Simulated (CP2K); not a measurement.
Consider bicarbonate at its PBE geometry (Å).

```xyz
5

O     0.7017   -0.7505    0.2973
C    -0.4456    0.0770   -0.1187
O    -1.5141   -0.5570   -0.2587
O    -0.1362    1.2957   -0.2603
H     1.3942   -0.0651    0.3405
```

Method: CP2K XAS_TDP, all-electron GAPW, PBEh(45%), aug-cc-pVTZ, TDA, GW2X-corrected core level, no relativity.

Question: Predict the bright core excitations at the O K edge.

Leading lines: O1 532.27 eV, O3 531.55 eV and O4 531.64 eV. The leading line of an atom is its first one with 35 % of the strongest within 2.5 eV of its lowest line over the strength cut. Core ionisation energies at this level: O3 528.92, O4 528.87 and O1 531.00 eV.

The first six lines of each atom with a strength over 0.0015:

| atom | energy (eV) | states | strength, one atom | above the computed threshold |
| --- | --- | --- | --- | --- |
| O1 (bonded to C and H) | 532.27 | 1 | 0.0089 | yes |
|  | 534.10 | 1 | 0.0145 | yes |
|  | 534.31 | 1 | 0.0052 | yes |
|  | 534.44 | 1 | 0.0058 | yes |
|  | 534.48 | 1 | 0.0039 | yes |
|  | 535.22 | 1 | 0.0119 | yes |
| O3 (bonded to C) | 531.55 | 1 | 0.0337 | yes |
|  | 532.38 | 2 | 0.0024 | yes |
|  | 533.13 | 1 | 0.0024 | yes |
|  | 534.58 | 1 | 0.0018 | yes |
|  | 534.92 | 1 | 0.0017 | yes |
|  | 535.59 | 1 | 0.0024 | yes |
| O4 (bonded to C) | 531.64 | 1 | 0.0320 | yes |
|  | 531.96 | 1 | 0.0015 | yes |
|  | 532.40 | 1 | 0.0021 | yes |
|  | 532.90 | 1 | 0.0024 | yes |
|  | 533.80 | 1 | 0.0015 | yes |
|  | 534.46 | 1 | 0.0021 | yes |

Lines are vertical, at one geometry, with no vibrational structure. GW2X ionisation energies and lines can be off by 1 to 2 eV either way, and a good line position may hide errors that cancel. These values hold no scalar relativity, about 0.4 eV for O 1s. Rydberg lines, and the discretised continuum above threshold, depend on the basis and the box. The ion (charge -1) is isolated, with no counter-ion or solvent. In an isolated anion many lines lie above the ionisation threshold and are held only by the finite basis.

[Banner, clock and machine lines of the logs are left out without a mark of their own.]

[Logs are printed without paths, hosts, clocks, repeated set-up lines and the standing remarks that a program may print on its own settings, such as how far it seeks lower states.]

[Hosts, paths, dates, database ids (printed as entryN), source tags and the programs' standing remarks are cut or masked in the printed files.]
